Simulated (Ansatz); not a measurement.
**Meshes and cutoff for the phonons of MnO (Manganosite, R-3m)**

Aim: how dense must the meshes and how high the cutoff be for the phonons of MnO (Manganosite, R-3m)?

Method: DFT PBE+U, scalar-relativistic, plane waves, PAW, in Ansatz 0.2.0.

Most raw output is cut from this account.

**1. The structure**

The structure is trigonal, space group R-3m (No. 166). Conventional cell: a = 3.209 Å, b = 3.209 Å, c = 7.712 Å, α = 90.00°, β = 90.00°, γ = 120.00°. Nearest to Mn lie 6 O at 2.25 Å. Nearest to O lie 6 Mn at 2.25 Å. Farther neighbours and most contacts between anions are not listed.

Coordinates:

```cif
data_structure
_symmetry_space_group_name_H-M 'P 1'
_symmetry_Int_Tables_number 1
_cell_length_a 3.2088
_cell_length_b 3.2088
_cell_length_c 5.4648
_cell_angle_alpha 90.000
_cell_angle_beta 72.927
_cell_angle_gamma 60.000
_cell_volume 45.84
loop_
_atom_site_label
_atom_site_type_symbol
_atom_site_fract_x
_atom_site_fract_y
_atom_site_fract_z
_atom_site_occupancy
Mn1 Mn 0.00000 0.50000 0.50000 1
Mn2 Mn 0.00000 0.00000 0.00000 1
O3 O 0.50000 0.25000 0.75000 1
O4 O 0.50000 0.75000 0.25000 1
```

**2. Tight relaxation**

Phonons need a cell at rest on their own settings, so the relaxation is repeated with tight tolerances on forces and stress, using the mesh and the filling of the phonon run that follows.

The input, input.yaml:

```yaml
crystal:
  lattice:
    - [2.2689945275, 0.0, -2.2689945275]
    - [2.2689945275, -2.2689945275, 0.0]
    - [-2.2119257476, -2.2119257476, -4.4809202751]
  atoms:
    - { symbol: Mn, position: [0.0, 0.5, 0.5], spin: -4.7 }
    - { symbol: Mn, position: [0.0, 0.0, 0.0], spin: 4.7 }
    - { symbol: O, position: [0.5, 0.25, 0.75] }
    - { symbol: O, position: [0.5, 0.75, 0.25] }
kpoints:
  mp_grid: { grid: [12, 12, 12] }
hamiltonian:
  xc: pbe
  hubbard: { sites: [{ species: Mn, l: d, u_eff: 3.9 }] }
scf:
  occupations: { method: gaussian, width: 0.02 }
output:
  forces: true
  stress: true
  eigenvalues: true
  populations: true
magnetization:
  spin_polarized: true
relax:
  adjacent_minimum: "off"
  f_tol: 0.001
  max_steps: 60
  cell: { stress_tol: 0.01 }
```

The run is started by

```console
$ ansatz run input.yaml --threads 4 --pin off --max-ram 7168MiB --backend cpu --events-out ev --progress --plain --runs-dir out
```

The job ended after 16 s (4 threads of Arm Neoverse V2, shared host; peak memory 0.85 GiB; 61 s of CPU time).

Little changed from the start: no atom moved by 0.005 Å and no cell edge by 0.1 %.

Numbers from this step:

```yaml
absolute_magnetization: 9.499 μB
site_moments: -4.273, 4.273, 1.65e-16, -1.55e-16 μB
pressure: 0.001889 GPa
gap_on_the_k_mesh: 1.595 eV
volume_per_atom: 11.46 Å³
gap_by_spin: 1.595, 1.595 eV
direct_gap_on_mesh: 2.189 eV
```

The forces vanish by symmetry and the pressure is 0.002 GPa, within the tolerances set. The cell now holds 11.46 Å³/atom.

**3. Modes at Γ**

The zone centre is the only wavevector solved here; it holds the modes that light can see, as far as symmetry allows. The response to a homogeneous field gives the Born charges and the dielectric tensor.

input.yaml, the sections that differ from step 2:

```yaml
crystal:
  lattice:
    - [2.2692653861, 0.0, -2.2692653861]
    - [2.2692653861, -2.2692653861, 0.0]
    - [-2.2116135619, -2.2116135619, -4.4808789479]
  atoms:
    - { symbol: Mn, position: [0.0, 0.5, 0.5], spin: -4.7 }
    - { symbol: Mn, position: [0.0, 0.0, 0.0], spin: 4.7 }
    - { symbol: O, position: [0.5, 0.25, 0.75] }
    - { symbol: O, position: [0.5, 0.75, 0.25] }
scf:
  occupations: { method: gaussian, width: 0.02 }
  convergence: { dr2_threshold: 1.0e-10 }
output:
  eigenvalues: true
  populations: true
phonons:
  method: dfpt
  dielectric: true
  rigid_motions: translations
# kpoints, hamiltonian, magnetization: as in step 2
# relax: removed
```

The job ended after 12 min (4 threads; peak memory 6.3 GiB).

This step gave:

- site moments: -4.273, 4.273, 6.90e-18, 3.18e-18 μB
- sum-rule residual before enforcement: 1.21e-4 eV/Å²
- miss of the charge sum rule: 0.002768 e
- estimated error of the dielectric tensor: 0.01350
- estimated error of the Born charges: 0.01640 e
- highest optical mode at the zone centre (no LO-TO term): 463.8 cm⁻¹
- lowest optical zone-centre mode: 126.5 cm⁻¹
- mean high-frequency dielectric constant: 5.114
- largest Born charge (third of the trace): 2.413 e
- mean static dielectric constant: 24.75
- top of the zone-centre spectrum with the field: 500.0 cm⁻¹

Without the LO-TO term. Patterns of degenerate modes are one choice out of their space. The modes at Γ (shares of kinetic energy by element, %):

```csv
mode,frequency (cm⁻¹),Mn %,O %
1,0.0,77,23
2,0.0,77,23
3,0.0,77,23
4,126.5,100,0
5,126.5,100,0
6,217.3,23,77
7,217.3,23,77
8,226.4,0,100
9,226.4,0,100
10,252.8,23,77
11,285.1,100,0
12,463.8,0,100
```

Displacements in mode 4 (126.5 cm⁻¹), the largest set to 1:
```
Mn1  0.03 -1.00  0.97
Mn2 -0.03  1.00 -0.97
O3   0.00  0.00  0.00
O4   0.00  0.00  0.00
```

Displacements in mode 10 (252.8 cm⁻¹), the largest set to 1:
```
Mn1 -0.29 -0.29 -0.29
Mn2 -0.29 -0.29 -0.29
O3   1.00  1.00  1.00
O4   1.00  1.00  1.00
```

Before it was imposed, the acoustic sum rule was missed by 1.2e-4 eV/Å² and the charge sum rule by 0.0028 e. Small misses are needed for a sound result but don't prove that mesh and cutoff are converged. The lowest optical mode is real, 126 cm⁻¹.

**4. Another k mesh, k-mesh 4×4×4, q mesh 2×2×2**

The k mesh is changed to 4×4×4 on a small fixed q mesh, to find the coarsest that serves.

input.yaml: that of step 3 with these lines changed.

```diff
@@ -11,3 +11,3 @@
 kpoints:
-  mp_grid: { grid: [12, 12, 12] }
+  mp_grid: { grid: [4, 4, 4] }
 hamiltonian:
@@ -27 +27,9 @@
   rigid_motions: translations
+  qmesh: [2, 2, 2]
+  temperatures: { t_max: 1000, t_step: 50 }
+  qpath:
+    path:
+      - [[0.0, 0.0, 0.0], [0.0, 0.0, -1.0], [0.49346237, 0.24673119, -0.75326881]]
+      - [[0.75326881, 0.50653763, 0.0], [0.5, 0.0, 0.0], [0.0, 0.0, 0.0], [0.75326881, 0.37663441, 0.37663441]]
+      - [[0.62336559, 0.37663441, -0.37663441], [0.5, 0.5, -0.5], [0.0, 0.0, 0.0]]
+    npoints: 10
```

Elapsed: 3.1 min, on 4 threads; peak memory 4 GiB.

The run finished; it serves as a test, and its numbers are not taken as the result.

**5. Summary of results**

```json
{
 "highest optical mode at the zone centre (no LO-TO term), k-mesh 4×4×4": "465 cm⁻¹"
}
```

All runs share the cell relaxed at the base settings, which is not exactly at rest under another k mesh or cutoff. The magnetic order is imposed (antiferromagnetic, q = (0.5, 0.5, 0.5), in the reciprocal basis of the primitive cell) and the runs use its cell of 4 atoms, a multiple of the chemical cell, so that Γ here also holds zone-boundary modes of the chemical cell; it can lower the symmetry of the database entry. The magnetic state is the one that the run reached from its starting moments; a lower one was not ruled out. These are harmonic frequencies at zero temperature: anharmonic shifts, linewidths and thermal expansion are left out.

[Logs are printed without paths, hosts, clocks, repeated set-up lines and the standing remarks that a program may print on its own settings, such as how far it seeks lower states.]

[Hosts, paths, dates, database ids (printed as entryN), source tags and the programs' standing remarks are cut or masked in the printed files.]
